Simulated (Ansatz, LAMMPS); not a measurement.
# Elastic response of glassy 77SiO2-6B2O3-8CaO-8MgO (mol %) (142 atoms), part 2 of 4

Aim: relax glassy 77SiO2-6B2O3-8CaO-8MgO (mol %) (142 atoms), then change its volume and shape to read moduli from the stress.

Ansatz 0.2.0; Kohn-Sham DFT, PBE, PAW (set soft_2), plane waves.

The cell: 37 Si, 6 B, 4 Ca, 4 Mg and 91 O. The quench rate of 100 K/ps is many orders above laboratory rates. The starting topology of bonds comes from the classical model. Only the Γ point is sampled.

So far. Step 2 (Single point at the start): The r.m.s. force at the start is 1.00 eV/Å. Step 3 (Cell and atoms relaxed): The relaxation converged after 28 steps, with a largest force component of 0.031 eV/Å.

**4. Single point at the relaxed geometry**

One more single point at the end of the walk gives the fuller output and checks the residual forces.

input.yaml

```yaml
crystal:
  lattice:
    - [12.19329, 0.01523, 0.27541]
    - [0.01523, 12.67783, 0.0718]
    - [0.27541, 0.0718, 12.70541]
  atoms:
    - { symbol: Si, position: [0.27642, 0.27886, 0.47234] }
    - { symbol: Si, position: [0.22996, 0.39749, 0.66678] }
    - { symbol: Si, position: [0.98249, 0.54252, 0.46306] }
    - { symbol: Si, position: [0.60876, 0.36229, 0.14962] }
    - { symbol: Si, position: [0.487, 0.04434, 0.23346] }
    - { symbol: Si, position: [0.66812, 0.7489, 0.94504] }
    [... 130 atom lines left out ...]
    - { symbol: O, position: [0.58482, 0.8378, 0.37786] }
    - { symbol: O, position: [0.98878, 0.52796, 0.83239] }
    - { symbol: O, position: [0.08018, 0.12941, 0.82866] }
    - { symbol: O, position: [0.49192, 0.12454, 0.67649] }
    - { symbol: O, position: [0.64995, 0.48182, 0.11602] }
    - { symbol: O, position: [0.16823, 0.21301, 0.44216] }
kpoints:
  mp_grid: { grid: [1, 1, 1] }
hamiltonian:
  xc: pbe
scf:
  occupations: { method: fermi_dirac, width: 0.025 }
output:
  forces: true
  stress: true
  populations: intrinsic
  dos:
    method: { smearing: { sigma: 0.1 } }
    de: 0.1
    projected: { site_lists: { B: [B], Ca: [Ca], Mg: [Mg], O: [O], Si: [Si] } }
  eigenvalues: true
  write_density: true
  write_potential: true
  volumetric_format: npy
```

Command:

```
$ ansatz run input.yaml --threads 4 --pin off --max-ram 8192MiB --backend cpu --events-out ev --progress --plain --runs-dir out
```

Numbers of over 12 decimals in the logs are rounded to 6 here.

What it wrote:

```text
[...]
Crystal: 142 atoms, lattice volume = 1963.032 Å³
Basis set: ecut = 420 eV, 38357 PW (Γ), exchange–correlation on 180×180×180 points (8 copies of the dense FFT grid, shifted against one another)
Bands: 538, of which v1, the nominal top of the filled ones, is band 396 counted from 1 (395 counted from 0)
Symmetry: 1 space group operations
[...]
k-points: 1
[...]
SCF iter   1: F=—  HF=-91210.582374 eV  |F-HF|=—  |Δ(HF+E_count)|=         —  Δρ=2.31e-3  dr2=1.35e-1  ethr=1.77e-3  ⟨swp⟩=8.0  Hψ=2820  notcnv=0  defer=116
[...]
SCF iter   8: F=-91210.572635 eV  HF=-91210.572635 eV  |F-HF|=9.60e-10  |Δ(HF+E_count)|=   2.38e-7  Δρ=2.38e-6  dr2=9.32e-8  ethr=1.26e-11  ⟨swp⟩=19.0  Hψ=5517  notcnv=0
SCF 1 converged in 8 iterations: F = -91210.572635 eV  dr2 = 9.32e-8
[...]
WARN: The input density's exchange-correlation potential varies sharply where the density is thin. Do not read a vacuum level from v_tot or v_xc, or from such a field of the output density. On a cell that repeats whose density bears no net charge and no dipole along the vacuum's axis use v_es (v_loc + v_h of the components); [...]
SCF converged after 8 iterations
Free energy (F): -91210.572635 eV
[...]
Internal energy: -91210.572635 eV  (E = F + TS)
E sigma→0 (E₀):  -91210.572635 eV
Fermi energy:    5.062901 eV
[...]
--- Forces (eV/Å), atoms counted from 1 ---
  atom   1  Si    -0.00771382     0.00663629    -0.00158449
  atom   2  Si    -0.00264265     0.00002180    -0.00484228
  atom   3  Si     0.00002240     0.00049098     0.00498214
  atom   4  Si     0.00432370    -0.00077186    -0.00229027
  atom   5  Si     0.00335980     0.00311388    -0.00214972
  atom   6  Si     0.00615730     0.00578485     0.01168979
  atom   7  Si     0.00911699     0.00557847     0.00547076
  atom   8  Si    -0.01213454    -0.00925651    -0.00232030
  atom   9  Si     0.00370746     0.00168731     0.00512956
  atom  10  Si     0.00241963    -0.00141021     0.00309344
  atom  11  Si    -0.00257658     0.00638404    -0.02047326
  atom  12  Si     0.00828660     0.00978041     0.00720861
  atom  13  Si     0.00356854    -0.00054588    -0.00507977
  atom  14  Si    -0.00169314     0.00242306    -0.00678412
[...]
atom 141  O      0.00111601     0.00307618     0.00524719
  atom 142  O      0.00317988     0.00284652     0.00209849
  max |Σ_I F_I| component: 2.56e-4 eV/Å
--- Stress (GPa, compression-positive) ---
       -0.003022      -0.006611      -0.004723
       -0.006610      -0.000661       0.002646
       -0.004727       0.002645      -0.003692
  P = ⅓ Tr σ = -0.0025 GPa (-0.025 kbar)
--- Band table (eV) ---
[...]
--- intrinsic populations: 142 sites ---
  site symbol       q [e]
     0     Si      2.2425
     1     Si      2.3441
     2     Si      2.2143
[...]
141      O      6.8730
  spilling = 0.000000 (of n_electrons = 792.000000)
```

Wall time 39 s (4 threads of Intel Xeon Platinum 8488C (Sapphire Rapids), shared host); peak memory 3.2 GiB; 2.4 min of CPU time.

The program notes that the exchange-correlation potential is rough where the density is thin.

Read from the output:

- free energy: -91210.5726 eV
- free energy per atom: -642.3280 eV/atom
- SCF cycles: 8
- pressure: -0.002458 GPa
- r.m.s. force component: 0.00593 eV/Å
- longest force: 0.03495 eV/Å
- Fermi energy: 5.063 eV
- gap (highest filled to lowest empty level): 3.901 eV

Intrinsic-atomic-orbital charges by element:

```csv
element,coordination,atoms,mean charge (e),spread,least,most
B,all,6,0.631,0.0208,0.599,0.663
Ca,all,4,1.78,0.019,1.77,1.81
Mg,all,4,1.63,0.0153,1.62,1.66
O,all,91,-0.892,0.150,-1.22,-0.629
Si,all,37,1.72,0.0527,1.58,1.79
```

States in the cell by windows of 1 eV, zero at the Fermi level; the larger projections on atomic orbitals stand beside the total:

| from (eV) | to (eV) | total | O p | Si p |
| --- | --- | --- | --- | --- |
| -14 | -13 | 0.0 | 0.0 | 0.0 |
| -13 | -12 | 4.3 | 2.8 | 0.1 |
| -12 | -11 | 23.5 | 15.7 | 1.0 |
| -11 | -10 | 23.2 | 16.0 | 1.8 |
| -10 | -9 | 33.2 | 23.9 | 4.3 |
| -9 | -8 | 53.2 | 40.3 | 9.2 |
| -8 | -7 | 29.7 | 23.0 | 3.8 |
| -7 | -6 | 63.7 | 52.0 | 5.1 |
| -6 | -5 | 92.8 | 82.6 | 4.5 |
| -5 | -4 | 105.5 | 98.8 | 2.6 |
| -4 | -3 | 89.7 | 85.9 | 1.3 |
| -3 | -2 | 26.2 | 25.0 | 0.5 |
| -2 | -1 | 1.0 | 1.0 | 0.0 |
| -1 | 1 | 0.0 | 0.0 | 0.0 |
| 1 | 2 | 1.8 | 0.1 | 0.1 |
| 2 | 3 | 2.1 | 0.2 | 0.2 |
| 3 | 4 | 26.3 | 2.3 | 3.7 |
| 4 | 5 | 53.4 | 4.7 | 10.3 |

Between -26 and -14 eV lie 206 more states.

About 40 of the 792 electrons lie in deeper levels, below the stored range.

The levels nearest the highest filled one (over half full), pooled over k-points and spins:

```
level less the highest filled one (eV)  occupation
                                -0.484           2
                                -0.453           2
                                -0.429           2
                                -0.245           2
                                -0.211           2
                                     0           2
                                  3.90           0
                                  5.00           0
                                  5.03           0
                                  5.09           0
                                  5.13           0
                                  5.25           0
```

Valence density in the ab plane at fractional z = 0.040, with atoms of Si and B and Ca and Mg and O within 0.2 Å of it. It is the smooth field of the valence electrons, not physical close to the nuclei.

Ten steps, logarithmic in the rise over the least value, from '0' (0 e/Å³) to '9' (20 e/Å³), each cell a mean:
```
0000000000011110000024553112466420
0000000000012221000112221001233210
2100000000135653111232110000011122
5310000111146764224664210000001245
5310001222135553124665210000001245
2235411221101110012343110000000123
1279831100000000000011111000000000
0158720000001110000012443100000000
0001000000124431000014665210123210
0000000000136652100123453101356421
0000000000124432000122321001355420
0000000000011110001223321000122210
0000000122110000001122221000000000
0000001345420000000011110000000000
0000001355421000000011100000000000
0000000133211000000244320000000000
0000000011221000001467631000000000
0000000012443200001366531000000000
0000000014676310000122210000000000
0000000013565321100000001110000000
0000000001222212110000011221100000
0000000000011112110000111111110000
0000000000011221100012343212333200
0000000000012211000024664223566410
```
Columns run along a (12.2 Å), rows up along b (12.7 Å). Atoms in or near the plane, at fractional coordinates: Si at (0.77, 0.07), B at (0.63, 0.54), Ca at (0.39, 0.85), Mg at (0.10, 0.71), O at (0.62, 0.29), O at (0.33, 0.22), O at (0.58, 0.82).

Electrostatic potential energy in the ab plane at fractional z = 0.040, with atoms of Si and B and Ca and Mg and O within 0.2 Å of it. With pseudopotentials it is smooth inside the atoms' cores, unlike the true potential.

Ten even steps from '0' (-40 eV) to '9' (10 eV), each cell a mean:
```
9999999999999999999996347888511699
9999999999987678899888789999877899
9999999999851015788877788999988889
4899999999730003786114789999988863
4788899999863126885104888999999963
8853478999987778999778888999999998
8600047999999999999998888999999999
8730158999999999999998657999999999
9877789999997689999997214999988899
9999999999983149999875447999731589
9999999999997689999720168999832699
9999999999999999999731268999998999
9999999999999999999987889999999999
9999999854699999999999999999999999
9999999842589999999999999999999999
9999999864468999999976799999999999
9999999865578999999710279999999999
9999999987557999999821389999999999
9999999997102788999988899999999999
9999999998424546789998899888999999
9999999999975001589999987545789999
9999999999985102689999974000379999
9999999999998767899998764000368999
9999999999999999999995115545301699
```
Columns run along a (12.2 Å; values clipped at the 3rd and 97th percentile), rows up along b (12.7 Å). Atoms in or near the plane, at fractional coordinates: Si at (0.77, 0.07), B at (0.63, 0.54), Ca at (0.39, 0.85), Mg at (0.10, 0.71), O at (0.62, 0.29), O at (0.33, 0.22), O at (0.58, 0.82).

The highest filled and lowest empty levels differ by 3.90 eV (at Γ alone); a semilocal functional tends to put such gaps too low. In a disordered cell it changes from sample to sample, and tail or defect levels can set it. Mean intrinsic-atomic-orbital charges: B +0.63, Ca +1.78, Mg +1.63, O -0.89, Si +1.72 e.

**5. Volume -3 %**

The relaxed cell is scaled evenly and the atoms are relaxed again; the stress at the end gives one point of P(V).

input.yaml, the sections that differ from step 4:

```yaml
crystal:
  lattice:
    - [12.07012, 0.01508, 0.27263]
    - [0.01508, 12.54976, 0.07107]
    - [0.27263, 0.07107, 12.57706]
  atoms:
    [... the 142 atom lines of step 4 ...]
output:
  forces: true
  eigenvalues: true
  stress: true
relax:
  f_tol: 0.05
  max_steps: 70
# kpoints, hamiltonian, scf: as in step 4
```

What it wrote:

```text
Warning: output.stress: scf.convergence.dr2_threshold = 1e-7 eV (the SCF's general default) is looser than the 1.08e-8 eV advised for a printed stress (1e-10 eV for each atom of the cell: 142, of which 108 are counted). What an SCF threshold leaves in a stress goes as its square root, and in the free energy as the threshold itself, and one threshold admits the most on a small cell: [...]
[...]
Crystal: 142 atoms, lattice volume = 1904.141 Å³
Basis set: ecut = 420 eV, 37201 PW (Γ), exchange–correlation on 162×180×180 points (8 copies of the dense FFT grid, shifted against one another)
Bands: 538, of which v1, the nominal top of the filled ones, is band 396 counted from 1 (395 counted from 0)
Symmetry: 1 space group operations
[...]
k-points: 1
[...]
SCF iter   1: F=—  HF=-91209.676317 eV  |F-HF|=—  |Δ(HF+E_count)|=         —  Δρ=2.36e-3  dr2=1.33e-1  ethr=1.77e-3  ⟨swp⟩=8.0  Hψ=2822  notcnv=0  defer=111
[...]
SCF iter   5: F=—  HF=-91209.666511 eV  |F-HF|=—  |Δ(HF+E_count)|=   7.72e-5  Δρ=7.75e-5  dr2=8.50e-5  ethr=4.68e-8  ⟨swp⟩=2.0  Hψ=826  notcnv=0  defer=136
SCF iter   6: F=-91209.666510 eV  HF=-91209.666509 eV  |F-HF|=1.16e-6  |Δ(HF+E_count)|=   2.18e-6  Δρ=1.77e-5  dr2=4.01e-6  ethr=7.89e-9  ⟨swp⟩=16.0  Hψ=3530  notcnv=0
SCF 1 converged in 6 iterations: F = -91209.666510 eV  dr2 = 4.01e-6
[...]
relax step   1: F+E_penalty+E_count = -91209.66650969 eV  Δ(F+E_penalty+E_count) = +0.000e0 eV  max|allowed force component| = 6.177e-1 eV/Å  Δτ_max = 0.0000 Å  (6 SCF iters, dr2 threshold 6.25e-5 eV, accepted)
[...]
relax step   2: F+E_penalty+E_count = -91209.99315888 eV  Δ(F+E_penalty+E_count) = -3.266e-1 eV  max|allowed force component| = 3.661e-1 eV/Å  Δτ_max = 0.0556 Å  (6 SCF iters, dr2 threshold 2.38e-5 eV, accepted)
[...]
relax step   3: F+E_penalty+E_count = -91210.21434565 eV  Δ(F+E_penalty+E_count) = -2.212e-1 eV  max|allowed force component| = 2.059e-1 eV/Å  Δτ_max = 0.0580 Å  (7 SCF iters, dr2 threshold 8.38e-6 eV, accepted)
relax step   4: F+E_penalty+E_count = -91210.21244899 eV  Δ(F+E_penalty+E_count) = +1.897e-3 eV  max|allowed force component| = 2.985e-1 eV/Å  Δτ_max = 0.1519 Å  (7 SCF iters, dr2 threshold 1.34e-5 eV, rejected (line search))
relax step   5: F+E_penalty+E_count = -91210.26366815 eV  Δ(F+E_penalty+E_count) = -4.932e-2 eV  max|allowed force component| = 9.042e-2 eV/Å  Δτ_max = 0.0460 Å  (9 SCF iters, accepted)
relax step   6: F+E_penalty+E_count = -91210.26826158 eV  Δ(F+E_penalty+E_count) = -4.593e-3 eV  max|allowed force component| = 6.367e-2 eV/Å  Δτ_max = 0.0153 Å  (8 SCF iters, accepted)
relax step   7: F+E_penalty+E_count = -91210.24925108 eV  Δ(F+E_penalty+E_count) = +1.901e-2 eV  max|allowed force component| = 1.516e-1 eV/Å  Δτ_max = 0.0916 Å  (9 SCF iters, rejected (line search))
[...]
relax step   8: F+E_penalty+E_count = -91210.27638906 eV  Δ(F+E_penalty+E_count) = -8.127e-3 eV  max|allowed force component| = 4.154e-2 eV/Å  Δτ_max = 0.0449 Å  (9 SCF iters, accepted)
SCF converged after 9 iterations
Free energy (F): -91210.276389 eV
[...]
Internal energy: -91210.276389 eV  (E = F + TS)
E sigma→0 (E₀):  -91210.276389 eV
Fermi energy:    5.358527 eV
[...]
Σ components = -91210.276389   (vs F -91210.276389, Δ=0.00e0)
--- Forces (eV/Å), atoms counted from 1 ---
  atom   1  Si     0.01216452     0.00444177    -0.00998133
  atom   2  Si    -0.01608596    -0.00323988    -0.02144439
  atom   3  Si    -0.00661984     0.01260634     0.00055089
  atom   4  Si    -0.00392247    -0.00026392    -0.00280688
[...]
atom 142  O     -0.01588680     0.00653795    -0.01523973
  max |Σ_I F_I| component: 3.58e-5 eV/Å
--- Stress (GPa, compression-positive) ---
        1.735379       0.153978      -0.057415
        0.153979       1.555226       0.051720
       -0.057418       0.051719       1.513132
  P = ⅓ Tr σ = 1.6012 GPa (16.012 kbar)
--- Band table (eV) ---
[...]
--- Relaxed structure (8 steps of the walk, 6 accepted, 0 SCFs on fresh bases) ---
  F+E_penalty+E_count = -91210.27638906 eV   max|allowed force component| = 4.154e-2 eV/Å
  atoms:
    - { symbol: Si, position: [0.277116, 0.277604, 0.469344] }
    - { symbol: Si, position: [0.229845, 0.396850, 0.663518] }
    - { symbol: Si, position: [0.986222, 0.541739, 0.461932] }
    - { symbol: Si, position: [0.609504, 0.362739, 0.149193] }
[...]
- { symbol: O, position: [0.168801, 0.212000, 0.436253] }
```

Run time: 3.8 min. Hardware: 4 threads; peak memory 3.1 GiB; 14 min of CPU time.

The program notes that the SCF threshold is loose for the stress.

The relaxation converged after 8 steps, 0.610 eV below its start, with a largest force component of 0.042 eV/Å.

Volume -3 %: the energy stands 0.296 eV above that of the reference, at a pressure of 1.60 GPa.

**6. Volume +3 %**

The relaxed cell is scaled to another volume.

input.yaml, the sections that differ from step 5:

```yaml
crystal:
  lattice:
    - [12.31402, 0.01538, 0.27814]
    - [0.01538, 12.80336, 0.07251]
    - [0.27814, 0.07251, 12.83121]
  atoms:
    [... the 142 atom lines of step 4 ...]
# kpoints, hamiltonian, scf, output, relax: as in step 5
```

What it wrote:

```text
[...]
Crystal: 142 atoms, lattice volume = 2021.922 Å³
Basis set: ecut = 420 eV, 39553 PW (Γ), exchange–correlation on 180×180×180 points (8 copies of the dense FFT grid, shifted against one another)
Bands: 538, of which v1, the nominal top of the filled ones, is band 396 counted from 1 (395 counted from 0)
Symmetry: 1 space group operations
[...]
k-points: 1
[...]
SCF iter   1: F=—  HF=-91209.773145 eV  |F-HF|=—  |Δ(HF+E_count)|=         —  Δρ=2.29e-3  dr2=1.40e-1  ethr=1.77e-3  ⟨swp⟩=7.0  Hψ=2602  notcnv=0  defer=134
[...]
SCF iter   5: F=—  HF=-91209.763205 eV  |F-HF|=—  |Δ(HF+E_count)|=   8.02e-5  Δρ=8.26e-5  dr2=1.05e-4  ethr=5.62e-8  ⟨swp⟩=2.0  Hψ=826  notcnv=0  defer=136
SCF iter   6: F=-91209.763204 eV  HF=-91209.763203 eV  |F-HF|=1.13e-6  |Δ(HF+E_count)|=   2.33e-6  Δρ=1.94e-5  dr2=5.29e-6  ethr=7.89e-9  ⟨swp⟩=18.0  Hψ=3875  notcnv=0
SCF 1 converged in 6 iterations: F = -91209.763204 eV  dr2 = 5.29e-6
[...]
relax step   1: F+E_penalty+E_count = -91209.76320405 eV  Δ(F+E_penalty+E_count) = +0.000e0 eV  max|allowed force component| = 5.502e-1 eV/Å  Δτ_max = 0.0000 Å  (6 SCF iters, dr2 threshold 6.25e-5 eV, accepted)
[...]
relax step   2: F+E_penalty+E_count = -91210.06194311 eV  Δ(F+E_penalty+E_count) = -2.987e-1 eV  max|allowed force component| = 3.156e-1 eV/Å  Δτ_max = 0.0612 Å  (6 SCF iters, dr2 threshold 1.89e-5 eV, accepted)
[...]
relax step   3: F+E_penalty+E_count = -91210.24884840 eV  Δ(F+E_penalty+E_count) = -1.869e-1 eV  max|allowed force component| = 1.706e-1 eV/Å  Δτ_max = 0.0485 Å  (7 SCF iters, dr2 threshold 6.23e-6 eV, accepted)
relax step   4: F+E_penalty+E_count = -91210.27306966 eV  Δ(F+E_penalty+E_count) = -2.422e-2 eV  max|allowed force component| = 1.038e-1 eV/Å  Δτ_max = 0.0163 Å  (6 SCF iters, dr2 threshold 8.49e-6 eV, accepted)
relax step   5: F+E_penalty+E_count = -91210.28849796 eV  Δ(F+E_penalty+E_count) = -1.543e-2 eV  max|allowed force component| = 7.888e-2 eV/Å  Δτ_max = 0.0154 Å  (6 SCF iters, dr2 threshold 3.15e-6 eV, accepted)
relax step   6: F+E_penalty+E_count = -91210.29338917 eV  Δ(F+E_penalty+E_count) = -4.891e-3 eV  max|allowed force component| = 6.439e-2 eV/Å  Δτ_max = 0.0259 Å  (8 SCF iters, accepted)
[...]
relax step   7: F+E_penalty+E_count = -91210.30075686 eV  Δ(F+E_penalty+E_count) = -7.368e-3 eV  max|allowed force component| = 3.828e-2 eV/Å  Δτ_max = 0.0303 Å  (8 SCF iters, accepted)
SCF converged after 8 iterations
Free energy (F): -91210.300757 eV
[...]
Internal energy: -91210.300757 eV  (E = F + TS)
E sigma→0 (E₀):  -91210.300757 eV
Fermi energy:    4.782188 eV
[...]
Σ components = -91210.300757   (vs F -91210.300757, Δ=0.00e0)
--- Forces (eV/Å), atoms counted from 1 ---
  atom   1  Si    -0.01013166    -0.00194045    -0.01358645
  atom   2  Si     0.00648043     0.01001449     0.01141745
  atom   3  Si     0.01546073     0.00064230    -0.00321087
  atom   4  Si    -0.00517041    -0.00186299    -0.00554739
[...]
atom 142  O      0.00282389    -0.00244636     0.01588103
  max |Σ_I F_I| component: 5.55e-5 eV/Å
--- Stress (GPa, compression-positive) ---
       -1.629639      -0.199921       0.080158
       -0.199920      -1.472637      -0.066802
        0.080155      -0.066804      -1.434500
  P = ⅓ Tr σ = -1.5123 GPa (-15.123 kbar)
--- Band table (eV) ---
[...]
--- Relaxed structure (7 steps of the walk, 7 accepted, 0 SCFs on fresh bases) ---
  F+E_penalty+E_count = -91210.30075686 eV   max|allowed force component| = 3.828e-2 eV/Å
  atoms:
    - { symbol: Si, position: [0.275837, 0.279774, 0.475159] }
    - { symbol: Si, position: [0.230165, 0.398374, 0.669777] }
    - { symbol: Si, position: [0.979113, 0.543541, 0.463717] }
    - { symbol: Si, position: [0.608197, 0.361744, 0.150151] }
[...]
- { symbol: O, position: [0.167532, 0.214848, 0.446233] }
```

Wall time 3 min (4 threads); peak memory 3.3 GiB; 11 min of CPU time.

The relaxation converged after 7 steps, 0.538 eV below its start, with a largest force component of 0.038 eV/Å.

Volume +3 %: the energy stands 0.272 eV above that of the reference, at a pressure of -1.51 GPa.

(Part 2 of 4 ends here.)

[Logs are printed without paths, hosts, clocks, repeated set-up lines and the standing remarks that a program may print on its own settings, such as how far it seeks lower states.]

[Hosts, paths, dates, database ids (printed as entryN), source tags and the programs' standing remarks are cut or masked in the printed files.]
